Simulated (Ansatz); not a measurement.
# SiC (P6_3mc):Br_C, thermodynamic levels from a 108-atom cell, part 2 of 2

Charge states of Br_C in SiC (P6_3mc), set against the band edges. Model: a cell of 108 host atoms with 1 C taken out and 1 Br put in.

Ansatz; place-levels on r2SCAN runs: charge-transition levels and formation energies with image-charge correction and potential alignment at the atomic sites; PAW set soft_1.

So far: The starting structure; What was run first.

### Step 3. Placing the levels, r2SCAN

A charged cell interacts with its images and the background, and its potential has another zero than the host's. place-levels removes the first by a point-charge model, screened by the static dielectric constant since the ions have relaxed around the charge, and the second by comparing potentials at atoms far from the defect.

The host is a run of the defect-free crystal in the same cutoffs, grids and k-points, so that basis and sampling errors cancel in part in the differences. The host is run in a cell of 12 atoms on a matching mesh. Its band edges are searched through the zone by a band path, so the gap is smaller than, or equal to, that on the mesh. Chemical potentials are energies per atom of C (diamond) and Br (solid Br2 (Cmce)), run with the same functional and cutoff. Carbon is taken as diamond, which semilocal functionals can put about 0.1 eV an atom over graphite.

levels.point.yaml

```yaml
host:
  run: host.point.run
states: [qm1.point.run, q0_M1.point.run, qp1.point.run, qp2_M1.point.run, qm1_M2.point.run, qp1_M2.point.run]
geometry_from:
  qm1.point.run: qm1.relax.run
  q0_M1.point.run: q0_M1.relax.run
  qp1.point.run: qp1.relax.run
  qp2_M1.point.run: qp2_M1.relax.run
  qm1_M2.point.run: qm1_M2.relax.run
  qp1_M2.point.run: qp1_M2.relax.run
  host.point.run: host.relax.run
chemical_potentials:
  C:
    energy: -251.553391
    dataset: "<sha256 of the dataset>"
  Br:
    energy: -2792.869391
    dataset: "<sha256 of the dataset>"
epsilon: [7.09, 7.09, 7.35]
static_epsilon: [10.43, 10.43, 10.95]
vertical:
  - { from: qm1.point.run, to: qm1.point_neutral.run }
  - { from: qp1.point.run, to: qp1.point_neutral.run }
  - { from: qp2_M1.point.run, to: qp2_M1.point_neutral.run }
  - { from: qm1_M2.point.run, to: qm1_M2.point_neutral.run }
  - { from: qp1_M2.point.run, to: qp1_M2.point_neutral.run }
```

Started as:

```bash
ansatz place-levels levels.point.yaml -- --threads 8 --pin off --max-ram 15073MiB
```

What it wrote:

```text
[... repeated set-up lines and file paths are left out, and long positions are rounded to six places ...]
(+2/+1) 1.627 eV above the valence edge, 0.741 eV under the conduction edge
(+1/0) 2.141 eV above the valence edge, 0.228 eV under the conduction edge
(0/-1) 2.552 eV above the valence edge (+2.564 eV without the band-filling correction), in the conduction band
formation energy of charge +2: +4.732 eV with the Fermi level at the valence edge
formation energy of charge +1: +6.359 eV with the Fermi level at the valence edge
formation energy of charge 0: +8.500 eV with the Fermi level at the valence edge
formation energy of charge -1: +11.052 eV with the Fermi level at the valence edge
vertical -1 to 0: no energy, since no alignment is typed
  the change from vertical[0].from (qm1.point.run) to vertical[0].to (qm1.point_neutral.run): by its spins about the atoms it stands at 0.582 0.416 0.722, with an rms radius of about 3.5 Å (1.7 1.7 2.5 Å across the planes of the cell's vectors); [...]
vertical +1 to 0: no energy, since no alignment is typed
  the change from vertical[1].from (qp1.point.run) to vertical[1].to (qp1.point_neutral.run): by its potential at epsilon [7.09, 7.09, 7.35] it stands at 0.737 0.269 0.440, with an rms radius of about 5.4 Å (2.7 2.6 3.8 Å across the planes of the cell's [...]
vertical +2 to 0: no energy, since no alignment is typed
  the change from vertical[2].from (qp2_M1.point.run) to vertical[2].to (qp2_M1.point_neutral.run): by its potential at epsilon [7.09, 7.09, 7.35] it stands at 0.681 0.320 0.528, with an rms radius of about 5.0 Å (2.6 2.7 3.3 Å across the planes of the cell's [...]
vertical -1 to 0: no energy, since no alignment is typed
  the change from vertical[3].from (qm1_M2.point.run) to vertical[3].to (qm1_M2.point_neutral.run): by its potential at epsilon [7.09, 7.09, 7.35] it stands at 0.691 0.866 0.258, with an rms radius of about 6.2 Å (2.6 3.6 4.4 Å across the planes of the cell's [...]
vertical +1 to 0: no energy, since no alignment is typed
  the change from vertical[4].from (qp1_M2.point.run) to vertical[4].to (qp1_M2.point_neutral.run): by its potential at epsilon [7.09, 7.09, 7.35] it stands at 0.633 0.403 0.603, with an rms radius of about 4.2 Å (2.3 2.5 2.5 Å across the planes of the cell's [...]
  edges by r2scan, gap 2.368 eV; the host is sampled to repeats of 18.47 Å
  the defect's cells are sampled to repeats of 18.47 Å, like sampling
  charge +2: -50687.3852 eV with its correction of +0.939 eV, at epsilon [10.43, 10.43, 10.95], aligned at sites: +0.1365 eV, mean over 69 atomic sites at or beyond 4.62 Å from the host's site at [0.5553, 0.4447, 0.5416] by the defect at [0.5556, 0.4444, [...]
  charge +1: -50676.3236 eV with its correction of +0.359 eV, at epsilon [10.43, 10.43, 10.95], aligned at sites: +0.1925 eV, mean over 69 atomic sites at or beyond 4.62 Å from the host's site at [0.5553, 0.4447, 0.5416] by the defect at [0.5556, 0.4444, [...]
  charge 0: +0.000 eV for its dipole among its images, -0.003 omitted
  charge -1: -50652.7500 eV with its correction of -0.093 eV, at epsilon [10.43, 10.43, 10.95], aligned at sites: +0.2595 eV, mean over 69 atomic sites at or beyond 4.62 Å from the host's site at [0.5553, 0.4447, 0.5416] by the defect at [0.5556, 0.4444, [...]
  charge +1: states[5] (qp1_M2.point.run) stands 0.156 eV higher, with a moment of 2.00 μB against 0.00
  charge -1: states[4] (qm1_M2.point.run) stands 0.151 eV higher, with a moment of 2.00 μB against 0.00
  states[4] (qm1_M2.point.run): levels filled in part (TS 0.004 eV): its energy is of no whole electron's
  of states[3] (qp2_M1.point.run): it parts from the run at its places by a charge that spreads by about 2.7 Å along one vector (1.4 Å or more is wide), by its potential at epsilon [7.09, 7.09, 7.35], taken for that of held ions (one typed too small widens [...]
  of states[2] (qp1.point.run): it parts from the run at its places by a charge that spreads by about 2.7 Å along one vector (1.4 Å or more is wide), by its potential at epsilon [7.09, 7.09, 7.35], taken for that of held ions (one typed too small widens it), [...]
  of states[1] (q0_M1.point.run): its sublattices stand up to 0.0400 Å off the host's, which by the two runs' forces adds about +0.03 eV to its energy against the host's, and moves the band edges: relax the crystal first, and build the cells on it; [...]
  of states[0] (qm1.point.run): it parts from the run at its places by a charge that spreads by about 1.7 Å along one vector (1.4 Å or more is wide), by the spins about the atoms, where the cell does not tell a trapped carrier from a band state. [...]
  of states[5] (qp1_M2.point.run): it parts from the run at its places by a charge that spreads by about 2.5 Å along one vector (1.4 Å or more is wide), by its potential at epsilon [7.09, 7.09, 7.35], taken for that of held ions (one typed too small widens [...]
  of states[4] (qm1_M2.point.run): it parts from the run at its places by a charge that spreads by about 3.6 Å along one vector (1.4 Å or more is wide), by its potential at epsilon [7.09, 7.09, 7.35], taken for that of held ions (one typed too small widens [...]
  of vertical[0].from (qm1.point.run): its sublattices stand up to 0.0334 Å off the host's, which by the two runs' forces adds about +0.01 eV to its energy against the host's, and moves the band edges: relax the crystal first, and build the cells on it; [...]
  of vertical[0].to (qm1.point_neutral.run): stability_check_not_made
  of vertical[1].from (qp1.point.run): its sublattices stand up to 0.0416 Å off the host's, which by the two runs' forces adds about +0.02 eV to its energy against the host's, and moves the band edges: relax the crystal first, and build the cells on it; [...]
  vertical[1].to (qp1.point_neutral.run): levels filled in part (TS 0.004 eV): its energy is of no whole electron's
  of vertical[1].to (qp1.point_neutral.run): its moments are held at its close (magnetization.spin_locking), by a field of 0.011 eV a Bohr magneton, and its energy and levels are of the state that this holds: a run that lets them go can end lower; [...]
  of vertical[2].from (qp2_M1.point.run): its sublattices stand up to 0.0447 Å off the host's, which by the two runs' forces adds about +0.01 eV to its energy against the host's, and moves the band edges: relax the crystal first, and build the cells on it; [...]
  vertical[2].to (qp2_M1.point_neutral.run): levels filled in part (TS 0.002 eV): its energy is of no whole electron's
  of vertical[2].to (qp2_M1.point_neutral.run): its moments are held at its close (magnetization.spin_locking), by a field of 0.017 eV a Bohr magneton, and its energy and levels are of the state that this holds: a run that lets them go can end lower; [...]
  vertical[3].from (qm1_M2.point.run): levels filled in part (TS 0.004 eV): its energy is of no whole electron's
  of vertical[3].from (qm1_M2.point.run): its sublattices stand up to 0.0458 Å off the host's, which by the two runs' forces adds about +0.05 eV to its energy against the host's, and moves the band edges: relax the crystal first, and build the cells on it; [...]
  of vertical[3].to (qm1_M2.point_neutral.run): stability_check_not_made
  of vertical[4].from (qp1_M2.point.run): its sublattices stand up to 0.0408 Å off the host's, which by the two runs' forces adds about +0.02 eV to its energy against the host's, and moves the band edges: relax the crystal first, and build the cells on it; [...]
  of vertical[4].to (qp1_M2.point_neutral.run): stability_check_not_made
```

Wall time 1 s (8 threads of Arm Neoverse V1, shared host).

Levels between the charges placed, in eV above the valence top:

|  | gap (eV) | (+2/+1) | (+1/0) | (0/−1) |
| --- | --- | --- | --- | --- |
| r2SCAN | 2.37 | 1.63 | 2.14 | 2.55 |

Corrections by state:

| charge | moment (μB) | image terms and alignment (eV) | band filling (eV) | ε used | over the lowest of its charge, as the program ranks them, band filling apart (eV) |
| --- | --- | --- | --- | --- | --- |
| +2 | 1.0 | 0.939 | - | principal values (10.43, 10.43, 10.95) | 0.000 |
| +1 | 0.0 | 0.359 | - | principal values (10.43, 10.43, 10.95) | 0.000 |
| 0 | 1.0 | 0.000 | - | - | 0.000 |
| −1 | 0.0 | -0.093 | -0.013 | principal values (10.43, 10.43, 10.95) | 0.000 |
| +1 | 2.0 | 0.362 | - | principal values (10.43, 10.43, 10.95) | 0.156 |
| −1 | 2.0 | -0.120 | - | principal values (10.43, 10.43, 10.95) | 0.151 |

The charged structures listed were also run neutral, and place-levels reads from each pair, by the potential or the spins, how wide the charge is by which they differ; that can be the carrier of either run.

| charge | rms radius (Å) | spread where it is widest against the cell (Å) | wide from (Å) | reading |
| --- | --- | --- | --- | --- |
| +2 | 5.0 | 2.66 | 1.39 | wide |
| +1 | 5.4 | 2.71 | 1.39 | wide |
| −1 | 3.5 | 1.75 | 1.39 | wide |

The neutral runs of these pairs need not share the spin of the lowest neutral state, and very wide values only mean spread over the cell.

From the program's caveats on the states, each cut to its opening words:

- charge +2 (1 μB), +1: it parts from the run at its places by a charge that spreads by about 2.7 Å along one vector (1.4 Å or more is wide), by its potential at epsilon [7.09, 7.09, [...]
- charge +2 (1 μB): its sublattices stand up to 0.0447 Å off the host's, which by the two runs' forces adds about +0.01 eV to its energy against the host's, and moves the band [...]
- charge +2 (1 μB), 0 (1 μB), +1 (2 μB), −1 (2 μB): flagged: stability check not made
- charge +1: the host's ions (past the first shell or, of a walk that freed a part, those that it held) aren't shown at rest: they stand up to 0.063 Å off their sites, 2.71 [...]
- charge +1: its sublattices stand up to 0.0416 Å off the host's, which by the two runs' forces adds about +0.02 eV to its energy against the host's, and moves the band [...]
- charge 0 (1 μB): its sublattices stand up to 0.0400 Å off the host's, which by the two runs' forces adds about +0.03 eV to its energy against the host's, and moves the band [...]
- charge −1: it parts from the run at its places by a charge that spreads by about 1.7 Å along one vector (1.4 Å or more is wide), by the spins about the atoms, where the [...]
- charge −1: a band-filling correction moves a carrier to the host's band edge, which changes its energy by -0.013 eV
- charge −1: its alignment with the host at atomic sites is doubtful: the mean over the far sites moves by -0.0716 eV from their farther parts to their nearer, more than [...]
- charge −1: the host's ions (past the first shell or, of a walk that freed a part, those that it held) aren't shown at rest: they stand up to 0.133 Å off their sites, 2.47 [...]
- charge −1: its sublattices stand up to 0.0334 Å off the host's, which by the two runs' forces adds about +0.01 eV to its energy against the host's, and moves the band [...]
- charge +1 (2 μB): it parts from the run at its places by a charge that spreads by about 2.5 Å along one vector (1.4 Å or more is wide), by its potential at epsilon [7.09, 7.09, [...]
- charge +1 (2 μB): the far atoms show a dipole or second moment of the defect's charge, for which the correction takes or leaves out 0.05 eV: further moments aren't read, and the [...]
- charge +1 (2 μB): its sublattices stand up to 0.0408 Å off the host's, which by the two runs' forces adds about +0.02 eV to its energy against the host's, and moves the band [...]

The host's formation energy from the elements is -0.356 eV per atom; it sets how far the chemical potentials can move.

Limit set by the element alone; other compounds of these elements are not counted. Chemical potentials from the elements' reference states: C 0.00 eV, Si -0.71 eV, Br 0.00 eV. Formation energy by charge state (C-rich; gap 2.37 eV):

| charge | at valence top (eV) | at conduction bottom (eV) | correction included (eV) |
| --- | --- | --- | --- |
| +2 | 4.73 | 9.47 | 0.94 |
| +1 | 6.36 | 8.73 | 0.36 |
| 0 | 8.50 | 8.50 | 0.00 |
| −1 | 11.05 | 8.68 | -0.11 |

```json
{"Fermi level (eV)": "0.00", "lowest formation energy (eV)": "4.73"}
{"Fermi level (eV)": "0.22", "lowest formation energy (eV)": "5.16"}
{"Fermi level (eV)": "0.43", "lowest formation energy (eV)": "5.59"}
{"Fermi level (eV)": "0.65", "lowest formation energy (eV)": "6.02"}
{"Fermi level (eV)": "0.86", "lowest formation energy (eV)": "6.45"}
{"Fermi level (eV)": "1.08", "lowest formation energy (eV)": "6.88"}
{"Fermi level (eV)": "1.29", "lowest formation energy (eV)": "7.32"}
{"Fermi level (eV)": "1.51", "lowest formation energy (eV)": "7.75"}
{"Fermi level (eV)": "1.72", "lowest formation energy (eV)": "8.08"}
{"Fermi level (eV)": "1.94", "lowest formation energy (eV)": "8.30"}
{"Fermi level (eV)": "2.15", "lowest formation energy (eV)": "8.50"}
{"Fermi level (eV)": "2.37", "lowest formation energy (eV)": "8.50"}
```

Limit set by the element alone; other compounds of these elements are not counted. Chemical potentials from the elements' reference states: Si 0.00 eV, C -0.71 eV, Br 0.00 eV. Formation energy by charge state (Si-rich; gap 2.37 eV):

| charge | at valence top (eV) | at conduction bottom (eV) | correction included (eV) |
| --- | --- | --- | --- |
| +2 | 4.02 | 8.76 | 0.94 |
| +1 | 5.65 | 8.01 | 0.36 |
| 0 | 7.79 | 7.79 | 0.00 |
| −1 | 10.34 | 7.97 | -0.11 |

Fermi level (eV), lowest formation energy (eV) and a bar from the least value:
```
     0.00       4.02 
     0.22       4.45 ###
     0.43       4.88 #######
     0.65       5.31 ##########
     0.86       5.74 ##############
     1.08       6.17 #################
     1.29       6.60 #####################
     1.51       7.03 ########################
     1.72       7.37 ###########################
     1.94       7.58 ############################
     2.15       7.79 ##############################
     2.37       7.79 ##############################
```

### Step 4. Effect of the sampling

The relaxations' own energies give the levels at their sampling, for comparison.

levels.relax_mesh.yaml

```yaml
host:
  run: host.relax.run
states: [qm1.relax.run, q0_M1.relax.run, qp1.relax.run, qp2_M1.relax.run, qm1_M2.relax.run, qp1_M2.relax.run]
chemical_potentials:
  C:
    energy: -251.553391
    dataset: "<sha256 of the dataset>"
  Br:
    energy: -2792.869391
    dataset: "<sha256 of the dataset>"
```

Started as:

```bash
ansatz place-levels levels.relax_mesh.yaml -- --threads 8 --pin off --max-ram 15073MiB
```

What it wrote:

```text
(+2/+1) 1.605 eV above the valence edge, 0.773 eV under the conduction edge
(+1/0) 2.275 eV above the valence edge, 0.103 eV under the conduction edge
(0/-1) 2.553 eV above the valence edge, in the conduction band
formation energy of charge +2: +4.662 eV with the Fermi level at the valence edge
formation energy of charge +1: +6.267 eV with the Fermi level at the valence edge
formation energy of charge 0: +8.542 eV with the Fermi level at the valence edge
formation energy of charge -1: +11.095 eV with the Fermi level at the valence edge
  edges by r2scan, gap 2.378 eV; the host is sampled to repeats of 16.00 Å
[... the lines on each state left out ...]
```

The job ended after 0.27 s (8 threads).

Levels between neighbouring charges, in eV above the valence top:

|  | gap (eV) | (+2/+1) | (+1/0) | (0/−1) |
| --- | --- | --- | --- | --- |
| one point at (¼, ¼, ¼) | 2.38 | 1.60 | 2.28 | 2.55 |
| a 2×2×2 shifted mesh | 2.37 | 1.63 | 2.14 | 2.55 |

Going from one point at (¼, ¼, ¼) to a 2×2×2 shifted mesh moves the levels that carry no band-filling term by up to 0.13 eV and formation energies against the elements by up to 0.09 eV; band-filling terms, which differ between samplings, are in these energies.

### Step 5. Summary of results

| Item | Value |
| --- | --- |
| gap of the host | 2.37 eV (r2SCAN) |
| level (plus 2/plus 1) | 1.63 eV above the valence top |
| level (plus 1/0) | 2.14 eV above the valence top |
| level (0/minus 1) | 2.55 eV above the valence top, past the conduction bottom (2.56 eV above the valence top without the band-filling term) |
| lowest of the charges placed, just above the valence top (0.02 eV) | +2 |
| lowest of the charges placed, just below the conduction bottom (0.02 eV) | 0 |
| lowest formation energy at mid-gap of the charges run, C-rich | 7.10 eV |
| lowest formation energy at mid-gap of the charges run, Si-rich | 6.39 eV |

What this shows: Of the charges placed (−1, 0, +1 and +2), the lowest changes at 1.63 eV (+2/+1) and 2.14 eV (+1/0) above the valence top, in a gap of 2.37 eV. (+1/0) lies nearer to a band edge than the share of the finite-size correction in it (0.36 eV), and that correction holds for a localised charge alone. Charges above +2 were not placed, so these runs say nothing of levels that involve them. States placed: +2 at 1 μB; +1 at 0 μB and 2 μB; 0 at 1 μB; −1 at 0 μB and 2 μB. Other spin states or structures, where not listed, weren't placed. The program finds carriers beyond a band edge of the host and adds a band-filling term at charge −1 (-0.01 eV); steps to such a charge show no bound level, and a defect level inside a band would be read the same way. Br is taken at its element; compounds, which aren't counted here, bound the chemical potentials and would shift these formation energies. Going from one point at (¼, ¼, ¼) to a 2×2×2 shifted mesh moves the levels that carry no band-filling term by up to 0.13 eV and formation energies against the elements by up to 0.09 eV; band-filling terms, which differ between samplings, are in these energies. The program doubts the alignment of potentials for at least one state, a sign that the cell is small. Keep in mind: r2SCAN makes the gap too small and tends to spread out bound carriers; force components of up to 0.35 eV/Å remain in a run at the final settings.

Calculation against experiment:

```
                             quantity  measured           r2SCAN
band gap (least gap of the host) (eV)      3.03  2.37 (-0.66 eV)
```

Measured values from arxiv:1806.04908 (2018).

**Verdict.** The band gap is off by -0.66 eV: a clear miss. Local and semilocal functionals usually give gaps below the measured ones. Zero-point and thermal motion shift the measured gap.

[Logs are printed without paths, hosts, clocks, repeated set-up lines and the standing remarks that a program may print on its own settings, such as how far it seeks lower states.]

[Hosts, paths, dates, database ids (printed as entryN), source tags and the programs' standing remarks are cut or masked in the printed files.]

[Where a table of states has a column of steps, it counts the stored structures, which are thinned; the runs took as many ionic steps or more.]

[A defect's name tells the site on which it was built; relaxed atoms can leave that site.]

[For some hosts the program warned that the k-mesh of the response run may be too coarse for force constants and the static dielectric constant; such warnings are not shown here.]
